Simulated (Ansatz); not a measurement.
## Br on Ru(0001): change of the work function

How does Br on the fcc site change the work function of Ru(0001) as the layer fills?

Calculated with Ansatz 0.2.0; plane-wave DFT, PBE, Ansatz PAW.

### 1. Starting point

The cell holds 4 atoms: 4 Ru. Cell: a = 2.700 Å, b = 2.700 Å, c = 24.415 Å, α = 90.0°, β = 90.0°, γ = 60.0°. Vacuum lies along c.

### 2. The clean slab

The bare slab comes first, as the zero from which every change is counted. The two lowest layers are held at bulk places and the upper ones relax. The dipole correction removes the false field that a one-sided slab makes across the periodic vacuum, so each face gets a flat vacuum level of its own.

File input.yaml:

```yaml
crystal:
  lattice:
    - [2.7, 0.0, 0.0]
    - [1.35, 2.3382685902, 0.0]
    - [0.0, 0.0, 24.4152]
  atoms:
    - { symbol: Ru, position: [0.6666666667, 0.6666666667, 0.3686228251] }
    - { symbol: Ru, position: [0.0, 0.0, 0.4562076084] }
    - { symbol: Ru, position: [0.6666666667, 0.6666666667, 0.5437923916] }
    - { symbol: Ru, position: [0.0, 0.0, 0.6313771749] }
kpoints:
  mp_grid: { grid: [12, 12, 1] }
hamiltonian:
  xc: pbe
scf:
  occupations: { method: fermi_dirac, width: 0.1 }
  convergence: { dr2_threshold: 1.0e-08 }
efield:
  axis: 3
  dipole_correction: true
  ramp_position: 0.97
  ramp_width: 0.06
relax:
  f_tol: 0.02
  max_steps: 60
  constraints: [{ sites: [0, 1] }]
output:
  write_potential: true
  write_density: true
  volumetric_format: npy
```

Launch:

```bash
ansatz run input.yaml --threads 4 --pin off --max-ram 6144MiB --backend cpu --events-out ev --progress --plain --runs-dir out
```

Numbers of over 12 decimals in the logs are rounded to 6 here.

The log of the run:

```text
Engine: ansatz 0.2.0, x86_64-unknown-linux-gnu
Pseudopotentials: kind: paw
Pseudopotential: Ru, paw, valence charge 16, recommended cutoff 420 eV (normal), Ru.paw.azcp
Functional definition: PBE
  parameter kappa = 0.804
  parameter beta = 0.066725
  exchange = pbe_x(kappa = kappa, mu = beta*pi^2/3)
  correlation = pbe_c(beta = beta)
Crystal: 4 atoms, lattice volume = 154.141 Å³
Basis set: ecut = 420 eV, 3063 PW (Γ), exchange–correlation on 40×40×360 points (8 copies of the dense FFT grid, shifted against one another)
Bands: 39, of which v1, the nominal top of the filled ones, is band 32 counted from 1 (31 counted from 0)
Symmetry: 6 space group operations
k-points: 19 of 144 (time reversal used)
Non-local potential: Ru, projectors of the file, l = 0: 3, l = 1: 2, l = 2: 2, l = 3: 1
PAW form: soft (Blöchl's): semilocal exchange-correlation on the pseudo side does not see the compensation charge
PAW one-centre angular grid: Ru, 590 points (default); XC on 64 Gauss nodes
Initial density: superposition of atomic densities (neutral atoms: chi_scale 0, normalization atom), corrected by the library's trained network
Initial wavefunctions: pseudopotential atomic-orbital guess
Functional: x = pbe(κ = 0.804, μ = 0.219515), c = pbe(β = 0.066725)
SCF iter   1: F=—  HF=-23512.726011 eV  |F-HF|=—  |Δ(HF+E_count)|=         —  Δρ=8.02e-3  dr2=4.20e-1  ethr=1.77e-3  p=0.000 e·Å  D=2.58e-13 V/Å  ΔV_dip=-0.00 eV  dr2_dipole=4.17e-8  V_vac-E_F(+/−)=4.75/4.75 eV  ⟨swp⟩=7.4  Hψ=3258  notcnv=0
efield: sawtooth ramp at fractional position 0.9700 (set: `efield.ramp_position`, or a place that a band, a saddle search or an elastic batch's reference lends), width 0.0600; the density the first Hamiltonian is built on has a dipole p = 0.000 e·Å; the dipole correction subtracts the counter field D = 2.58e-13 V/Å, which shifts the + side's vacuum level by -0.00 eV against the − side's; the planar-averaged density in the ramp window peaks in size at 5.1e-6 e/Å³
preconditioner: auto → LDOS  [metal: Δε(μ)=0.040 eV  Ē_g=4.722 eV  σ=0.100 eV  W_gap=0.10  n_scr=18 (ndim 8)  ℏωp=16.9 eV  f_vac=0.584  D(μ)=4.50/eV (n_scr^D=16)  β→1.0]
SCF iter   2: F=—  HF=-23512.720745 eV  |F-HF|=—  |Δ(HF+E_count)|=   5.27e-3  Δρ=3.31e-3  dr2=3.80e-2  ethr=6.57e-4  p=-0.000 e·Å  D=-1.91e-5 V/Å  ΔV_dip=0.00 eV  dr2_dipole=4.73e-7  V_vac-E_F(+/−)=5.00/5.00 eV  ⟨swp⟩=1.5  Hψ=919  notcnv=0
SCF iter   3: F=—  HF=-23512.717886 eV  |F-HF|=—  |Δ(HF+E_count)|=   2.86e-3  Δρ=6.79e-4  dr2=8.55e-4  ethr=5.94e-5  p=-0.000 e·Å  D=-7.45e-6 V/Å  ΔV_dip=0.00 eV  dr2_dipole=3.13e-7  V_vac-E_F(+/−)=5.05/5.05 eV  ⟨swp⟩=2.0  Hψ=932  notcnv=0
SCF iter   4: F=—  HF=-23512.717815 eV  |F-HF|=—  |Δ(HF+E_count)|=   7.07e-5  Δρ=1.58e-4  dr2=1.09e-4  ethr=1.34e-6  p=-0.000 e·Å  D=-6.71e-6 V/Å  ΔV_dip=0.00 eV  dr2_dipole=3.73e-8  V_vac-E_F(+/−)=5.07/5.07 eV  ⟨swp⟩=2.1  Hψ=1171  notcnv=0
SCF iter   5: F=—  HF=-23512.717807 eV  |F-HF|=—  |Δ(HF+E_count)|=   8.36e-6  Δρ=5.25e-5  dr2=8.28e-6  ethr=1.71e-7  p=0.000 e·Å  D=1.10e-6 V/Å  ΔV_dip=-0.00 eV  dr2_dipole=6.35e-10  V_vac-E_F(+/−)=5.08/5.08 eV  ⟨swp⟩=2.2  Hψ=1114  notcnv=0
SCF iter   6: F=—  HF=-23512.717808 eV  |F-HF|=—  |Δ(HF+E_count)|=   1.00e-6  Δρ=2.85e-5  dr2=1.76e-6  ethr=1.29e-8  p=-0.000 e·Å  D=-2.98e-6 V/Å  ΔV_dip=0.00 eV  dr2_dipole=1.12e-11  V_vac-E_F(+/−)=5.09/5.09 eV  ⟨swp⟩=3.0  Hψ=1434  notcnv=0
SCF iter   7: F=—  HF=-23512.717807 eV  |F-HF|=—  |Δ(HF+E_count)|=   1.27e-7  Δρ=8.99e-6  dr2=2.28e-7  ethr=2.75e-9  p=0.000 e·Å  D=5.86e-8 V/Å  ΔV_dip=-0.00 eV  dr2_dipole=5.18e-11  V_vac-E_F(+/−)=5.09/5.09 eV  ⟨swp⟩=2.5  Hψ=1219  notcnv=0
SCF iter   8: F=—  HF=-23512.717808 eV  |F-HF|=—  |Δ(HF+E_count)|=   1.93e-7  Δρ=3.54e-6  dr2=2.81e-8  ethr=3.56e-10  p=-0.000 e·Å  D=-1.05e-7 V/Å  ΔV_dip=0.00 eV  dr2_dipole=1.80e-13  V_vac-E_F(+/−)=5.09/5.09 eV  ⟨swp⟩=2.8  Hψ=1346  notcnv=0
SCF iter   9: F=-23512.717808 eV  HF=-23512.717808 eV  |F-HF|=1.64e-9  |Δ(HF+E_count)|=   2.22e-8  Δρ=1.12e-6  dr2=1.93e-9  ethr=1.56e-11  p=-0.000 e·Å  D=-1.48e-7 V/Å  ΔV_dip=0.00 eV  dr2_dipole=2.29e-13  V_vac-E_F(+/−)=5.09/5.09 eV  ⟨swp⟩=10.6  Hψ=5496  notcnv=0
SCF 1 converged in 9 iterations: F = -23512.717808 eV  dr2 = 1.93e-9
  greatest PAW one-centre occupation: 0.998 electrons in one spin orbital (limit 2), on the Ru atom at site 3 (counted from 0), in its partial waves of l = 0
relax step   1: F+E_penalty+E_count = -23512.71780769 eV  Δ(F+E_penalty+E_count) = +0.000e0 eV  max|allowed force component| = 5.365e-1 eV/Å  Δτ_max = 0.0000 Å  (9 SCF iters, accepted)
Initial density: handed on by an earlier stage of this run
Initial wavefunctions: those handed on with the density
iter 1 solved again at ethr=2.79e-4 eV; its pass at ethr=3.10e-3 eV (dr2=1.79e-1 eV) is discarded
SCF iter   1: F=—  HF=-23512.732683 eV  |F-HF|=—  |Δ(HF+E_count)|=         —  Δρ=4.18e-3  dr2=1.61e-1  ethr=2.79e-4  p=-0.000 e·Å  D=-3.84e-8 V/Å  ΔV_dip=0.00 eV  dr2_dipole=5.05e-2  V_vac-E_F(+/−)=5.08/5.08 eV  ⟨swp⟩=1.4  Hψ=2246  notcnv=0
efield: sawtooth ramp at fractional position 0.9700 (set: `efield.ramp_position`, or a place that a band, a saddle search or an elastic batch's reference lends), width 0.0600; the density the first Hamiltonian is built on has a dipole p = -0.000 e·Å; the dipole correction subtracts the counter field D = -3.84e-8 V/Å, which shifts the + side's vacuum level by +0.00 eV against the − side's; the planar-averaged density in the ramp window peaks in size at 1.2e-6 e/Å³
preconditioner: auto → LDOS  [metal: Δε(μ)=0.011 eV  Ē_g=4.777 eV  σ=0.100 eV  W_gap=0.03  n_scr=18 (ndim 8)  ℏωp=16.9 eV  f_vac=0.589  D(μ)=4.80/eV (n_scr^D=18)  β→1.0]
SCF iter   2: F=—  HF=-23512.729635 eV  |F-HF|=—  |Δ(HF+E_count)|=   3.05e-3  Δρ=1.47e-3  dr2=8.73e-3  ethr=2.51e-4  p=0.001 e·Å  D=1.54e-3 V/Å  ΔV_dip=-0.04 eV  dr2_dipole=1.08e-3  V_vac-E_F(+/−)=5.04/5.07 eV  ⟨swp⟩=1.8  Hψ=865  notcnv=0
SCF iter   3: F=—  HF=-23512.729688 eV  |F-HF|=—  |Δ(HF+E_count)|=   5.31e-5  Δρ=1.46e-3  dr2=8.06e-3  ethr=1.36e-5  p=0.002 e·Å  D=1.78e-3 V/Å  ΔV_dip=-0.04 eV  dr2_dipole=1.74e-4  V_vac-E_F(+/−)=5.04/5.08 eV  ⟨swp⟩=2.9  Hψ=1565  notcnv=0
SCF iter   4: F=—  HF=-23512.727755 eV  |F-HF|=—  |Δ(HF+E_count)|=   1.93e-3  Δρ=1.69e-4  dr2=7.46e-5  ethr=1.26e-5  p=0.001 e·Å  D=1.75e-3 V/Å  ΔV_dip=-0.04 eV  dr2_dipole=2.30e-6  V_vac-E_F(+/−)=5.03/5.07 eV  ⟨swp⟩=2.4  Hψ=1137  notcnv=0
SCF iter   5: F=—  HF=-23512.727759 eV  |F-HF|=—  |Δ(HF+E_count)|=   3.58e-6  Δρ=6.38e-5  dr2=1.06e-5  ethr=1.17e-7  p=0.001 e·Å  D=1.73e-3 V/Å  ΔV_dip=-0.04 eV  dr2_dipole=2.01e-7  V_vac-E_F(+/−)=5.03/5.07 eV  ⟨swp⟩=3.2  Hψ=1577  notcnv=0
SCF iter   6: F=—  HF=-23512.727759 eV  |F-HF|=—  |Δ(HF+E_count)|=   3.69e-7  Δρ=2.64e-5  dr2=1.29e-6  ethr=1.66e-8  p=0.001 e·Å  D=1.75e-3 V/Å  ΔV_dip=-0.04 eV  dr2_dipole=6.06e-9  V_vac-E_F(+/−)=5.03/5.07 eV  ⟨swp⟩=2.3  Hψ=1096  notcnv=0
SCF iter   7: F=—  HF=-23512.727764 eV  |F-HF|=—  |Δ(HF+E_count)|=   5.10e-6  Δρ=6.73e-6  dr2=1.28e-7  ethr=2.01e-9  p=0.002 e·Å  D=1.77e-3 V/Å  ΔV_dip=-0.04 eV  dr2_dipole=1.79e-8  V_vac-E_F(+/−)=5.03/5.07 eV  ⟨swp⟩=3.2  Hψ=1452  notcnv=0
SCF iter   8: F=—  HF=-23512.727764 eV  |F-HF|=—  |Δ(HF+E_count)|=   1.54e-7  Δρ=2.57e-6  dr2=1.72e-8  ethr=2.00e-10  p=0.002 e·Å  D=1.76e-3 V/Å  ΔV_dip=-0.04 eV  dr2_dipole=4.98e-11  V_vac-E_F(+/−)=5.03/5.07 eV  ⟨swp⟩=2.6  Hψ=1286  notcnv=0
SCF iter   9: F=-23512.727764 eV  HF=-23512.727764 eV  |F-HF|=1.08e-8  |Δ(HF+E_count)|=   8.57e-8  Δρ=8.43e-7  dr2=1.48e-9  ethr=1.56e-11  p=0.002 e·Å  D=1.77e-3 V/Å  ΔV_dip=-0.04 eV  dr2_dipole=9.06e-11  V_vac-E_F(+/−)=5.03/5.07 eV  ⟨swp⟩=10.8  Hψ=5451  notcnv=0
SCF 2 converged in 9 iterations: F = -23512.727764 eV  dr2 = 1.48e-9
relax step   2: F+E_penalty+E_count = -23512.72776402 eV  Δ(F+E_penalty+E_count) = -9.956e-3 eV  max|allowed force component| = 2.640e-1 eV/Å  Δτ_max = 0.0631 Å  (9 SCF iters, accepted)
SCF iter   1: F=—  HF=-23512.732127 eV  |F-HF|=—  |Δ(HF+E_count)|=         —  Δρ=2.15e-3  dr2=4.13e-2  ethr=5.39e-4  p=0.002 e·Å  D=1.77e-3 V/Å  ΔV_dip=-0.04 eV  dr2_dipole=1.13e-2  V_vac-E_F(+/−)=5.03/5.08 eV  ⟨swp⟩=2.5  Hψ=1222  notcnv=0
efield: sawtooth ramp at fractional position 0.9700 (set: `efield.ramp_position`, or a place that a band, a saddle search or an elastic batch's reference lends), width 0.0600; the density the first Hamiltonian is built on has a dipole p = 0.002 e·Å; the dipole correction subtracts the counter field D = 1.77e-3 V/Å, which shifts the + side's vacuum level by -0.04 eV against the − side's; the planar-averaged density in the ramp window peaks in size at 1.5e-6 e/Å³
preconditioner: auto → LDOS  [metal: Δε(μ)=0.014 eV  Ē_g=4.748 eV  σ=0.100 eV  W_gap=0.03  n_scr=18 (ndim 8)  ℏωp=16.9 eV  f_vac=0.586  D(μ)=4.73/eV (n_scr^D=18)  β→1.0]
SCF iter   2: F=—  HF=-23512.731433 eV  |F-HF|=—  |Δ(HF+E_count)|=   6.94e-4  Δρ=7.28e-4  dr2=2.45e-3  ethr=6.45e-5  p=0.001 e·Å  D=1.56e-3 V/Å  ΔV_dip=-0.04 eV  dr2_dipole=5.81e-4  V_vac-E_F(+/−)=5.04/5.08 eV  ⟨swp⟩=1.3  Hψ=911  notcnv=0
SCF iter   3: F=—  HF=-23512.731347 eV  |F-HF|=—  |Δ(HF+E_count)|=   8.61e-5  Δρ=6.75e-4  dr2=1.60e-3  ethr=3.83e-6  p=0.001 e·Å  D=1.09e-3 V/Å  ΔV_dip=-0.03 eV  dr2_dipole=1.21e-4  V_vac-E_F(+/−)=5.05/5.07 eV  ⟨swp⟩=3.1  Hψ=1548  notcnv=0
SCF iter   4: F=—  HF=-23512.731026 eV  |F-HF|=—  |Δ(HF+E_count)|=   3.21e-4  Δρ=9.48e-5  dr2=2.66e-5  ethr=2.50e-6  p=0.001 e·Å  D=1.20e-3 V/Å  ΔV_dip=-0.03 eV  dr2_dipole=7.93e-8  V_vac-E_F(+/−)=5.05/5.07 eV  ⟨swp⟩=2.0  Hψ=1076  notcnv=0
SCF iter   5: F=—  HF=-23512.731021 eV  |F-HF|=—  |Δ(HF+E_count)|=   5.59e-6  Δρ=2.91e-5  dr2=1.95e-6  ethr=4.16e-8  p=0.001 e·Å  D=1.21e-3 V/Å  ΔV_dip=-0.03 eV  dr2_dipole=2.54e-7  V_vac-E_F(+/−)=5.04/5.07 eV  ⟨swp⟩=3.1  Hψ=1467  notcnv=0
SCF iter   6: F=—  HF=-23512.731025 eV  |F-HF|=—  |Δ(HF+E_count)|=   4.57e-6  Δρ=1.06e-5  dr2=2.21e-7  ethr=3.05e-9  p=0.001 e·Å  D=1.21e-3 V/Å  ΔV_dip=-0.03 eV  dr2_dipole=2.04e-9  V_vac-E_F(+/−)=5.05/5.07 eV  ⟨swp⟩=2.2  Hψ=1109  notcnv=0
SCF iter   7: F=—  HF=-23512.731026 eV  |F-HF|=—  |Δ(HF+E_count)|=   3.04e-7  Δρ=3.59e-6  dr2=4.53e-8  ethr=3.45e-10  p=0.001 e·Å  D=1.20e-3 V/Å  ΔV_dip=-0.03 eV  dr2_dipole=5.42e-9  V_vac-E_F(+/−)=5.05/5.07 eV  ⟨swp⟩=2.9  Hψ=1359  notcnv=0
SCF iter   8: F=-23512.731026 eV  HF=-23512.731026 eV  |F-HF|=2.12e-8  |Δ(HF+E_count)|=   4.05e-8  Δρ=1.12e-6  dr2=4.91e-9  ethr=1.56e-11  p=0.001 e·Å  D=1.20e-3 V/Å  ΔV_dip=-0.03 eV  dr2_dipole=1.35e-10  V_vac-E_F(+/−)=5.05/5.08 eV  ⟨swp⟩=10.9  Hψ=5666  notcnv=0
SCF 3 converged in 8 iterations: F = -23512.731026 eV  dr2 = 4.91e-9
relax step   3: F+E_penalty+E_count = -23512.73102571 eV  Δ(F+E_penalty+E_count) = -3.262e-3 eV  max|allowed force component| = 1.726e-2 eV/Å  Δτ_max = 0.0292 Å  (8 SCF iters, accepted)
NSCF: frozen V_eff on 19 k-points
the band table was solved once a step of the walk had ended and its energy, with any forces and stress, was formed, with the checks that follow a solve (3206 applications of the Hamiltonian). They found nothing against the state; the energy, forces and stress were not computed again (output.eigenvalues in the input reference)
WARN: The input density's exchange-correlation potential varies sharply where the density is thin. Do not read a vacuum level from v_tot or v_xc, or from such a field of the output density. On a cell that repeats whose density bears no net charge and no dipole along the vacuum's axis use v_es (v_loc + v_h of the components); under efield.dipole_correction with no amplitude use v_es + v_field, which holds any external [...]
SCF converged after 8 iterations
Free energy (F): -23512.731026 eV
Harris-Foulkes:  -23512.731026 eV  (|F-HF|=2.12e-8)
Internal energy: -23512.573717 eV  (E = F + TS)
E sigma→0 (E₀):  -23512.652371 eV
Entropy (-TS):   -0.157309 eV (-39.327 meV/atom)
Fermi energy:    5.070094 eV
Dipole field:    D = 0.001218 V/Å  (p = 0.001037 e·Å, saw-weighted, corrected)
Work function:   Φ+ = 5.0457 eV   Φ− = 5.0754 eV
Levels:          The Fermi level and band energies are counted from a zero that moves with the ramp; work functions are not
--- Per-component energies (eV) ---
  E_band       = -1382.396250
  E_kinetic    = 2053.424202
  E_local      = -108450.119642  (includes V_loc(G=0)·N_el)
  E_nonlocal   = 1374.134427
  E_hartree    = 52740.331232
  E_xc         = -759.224491
  E_vxc        = -952.769083  (∫ρ·V_xc dr)
  E_paw        = -13843.557205  (= ΣΔE_a)
  E_vpaw       = -887.740778  (= ΣTr[D̂ρ^β])
  E_aug_tail   = -0.000773  (compensation charges beyond the density's cutoff)
  E_efield     = 0.000001  (sawtooth field / dipole correction)
  E_vefield    = 0.000284  (∫n·V_field dr)
  E_ewald      = 43372.438533
  E_smearing   = -0.157309  (= −TS)
  E_closure    = -0.000000  (closes the sum)
  Σ components = -23512.731026   (vs F -23512.731026, Δ=0.00e0)
--- Forces (eV/Å), atoms counted from 1 ---
  atom   1  Ru     0.00000000     0.00000000     0.47191104
  atom   2  Ru    -0.00000000     0.00000000    -0.45864795
  atom   3  Ru    -0.00000000    -0.00000000    -0.01725945
  atom   4  Ru    -0.00000000    -0.00000000     0.00398376
  max |Σ_I F_I| component: 1.26e-5 eV/Å
--- Band table (eV; the first three rows and the last of 19) ---
  k-point 0: bands = [... 28 lower, 3.1032, 3.1032, 3.3035, 4.2564, 4.2564, 5.1708, 5.2356, 5.2356, ... 3 higher]
  k-point 1: bands = [... 28 lower, 3.1352, 3.2707, 3.3655, 4.0857, 4.2001, 4.6895, 4.9614, 5.1771, ... 3 higher]
  k-point 2: bands = [... 28 lower, 3.2004, 3.4733, 3.6256, 3.7607, 4.0789, 4.3168, 4.8058, 5.0858, ... 3 higher]
  k-point 18: bands = [... 28 lower, 3.0217, 3.8651, 4.4540, 5.7029, 5.7380, 5.7613, 6.1990, 6.2368, ... 3 higher]
--- Relaxed structure (3 steps of the walk, 3 accepted, 0 SCFs on fresh bases) ---
  F+E_penalty+E_count = -23512.73102571 eV   max|allowed force component| = 1.726e-2 eV/Å
  atoms:
    - { symbol: Ru, position: [0.666667, 0.666667, 0.3686228251] }
    - { symbol: Ru, position: [0.0, 0.0, 0.456208] }
    - { symbol: Ru, position: [0.666667, 0.666667, 0.544587] }
    - { symbol: Ru, position: [-1.3936486442334167e-18, 0, 0.629989] }
```

Elapsed: 3.4 s, on 4 threads of AMD EPYC 9R45, shared host; peak memory 0.55 GiB; 11 s of CPU time.

Relaxation path:

| step | energy less that of the first step (eV) | largest force component (eV/Å) |
| --- | --- | --- |
| 1 | 0.0000 | 0.5365 |
| 2 | -0.0100 | 0.2640 |
| 3 | -0.0132 | 0.0173 |

The run keeps the 6 symmetry operations that it works with, so distortions that break them were not tested.

The atoms that moved most (Å):

| atom | dx | dy | dz | length |
| --- | --- | --- | --- | --- |
| Ru4 | 0.000 | 0.000 | -0.034 | 0.034 |
| Ru3 | 0.000 | 0.000 | 0.019 | 0.019 |

Final coordinates:

```xyz
4
Lattice="2.7000 0.0000 0.0000 1.3500 2.3383 0.0000 0.0000 0.0000 24.4152" Properties=species:S:1:pos:R:3
Ru    2.7000    1.5588    9.0000
Ru    0.0000    0.0000   11.1384
Ru    2.7000    1.5588   13.2962
Ru    0.0000    0.0000   15.3813
```

Numbers from this step:

- energy at zero smearing: -23512.6524 eV
- work function, upper face: 5.046 eV
- work function, lower face: 5.075 eV
- dipole along the normal: 0.001037 e·Å
- step between the vacuum levels: -0.02973 eV

Running mean over 2.138 Å of the planar mean; the ramp of the sawtooth is left out. Table of electron's electrostatic potential energy less the Fermi level by z:

| z (Å) | electron's electrostatic potential energy less the Fermi level (eV) |
| --- | --- |
| 3.0 | 5.08 |
| 3.5 | 5.07 |
| 4.0 | 5.07 |
| 4.5 | 5.07 |
| 5.0 | 5.07 |
| 5.5 | 5.05 |
| 6.0 | 4.98 |
| 6.5 | 4.76 |
| 7.0 | 3.94 |
| 7.5 | 0.744 |
| 8.0 | -6.27 |
| 8.5 | -12.3 |
| 9.0 | -14.2 |
| 9.5 | -14.5 |
| 10.0 | -14.6 |
| 10.5 | -14.7 |
| 11.0 | -14.8 |
| 11.5 | -14.8 |
| 12.0 | -14.6 |
| 12.5 | -14.7 |
| 13.0 | -14.9 |
| 13.5 | -15.0 |
| 14.0 | -15.4 |
| 14.5 | -15.4 |
| 15.0 | -14.8 |
| 15.5 | -14.1 |
| 16.0 | -11.4 |
| 16.5 | -4.48 |
| 17.0 | 1.85 |
| 17.5 | 4.21 |
| 18.0 | 4.81 |
| 18.5 | 4.98 |
| 19.0 | 5.03 |
| 19.5 | 5.04 |
| 20.0 | 5.04 |
| 20.5 | 5.05 |
| 21.0 | 5.05 |

The relaxation took 3 steps and lowered the energy by 0.013 eV; the largest force on the free atoms ends at 0.017 eV/Å.

The work function of the upper face is 5.05 eV.

[end of part 1 of 3]

[Logs are printed without paths, hosts, clocks, repeated set-up lines and the standing remarks that a program may print on its own settings, such as how far it seeks lower states.]

[Hosts, paths, dates, database ids (printed as entryN), source tags and the programs' standing remarks are cut or masked in the printed files.]

[Maps of the electrostatic potential energy from Ansatz leave out the sawtooth potential of an applied field or a dipole correction, so their vacuum need not be flat; planar profiles and work functions include it.]
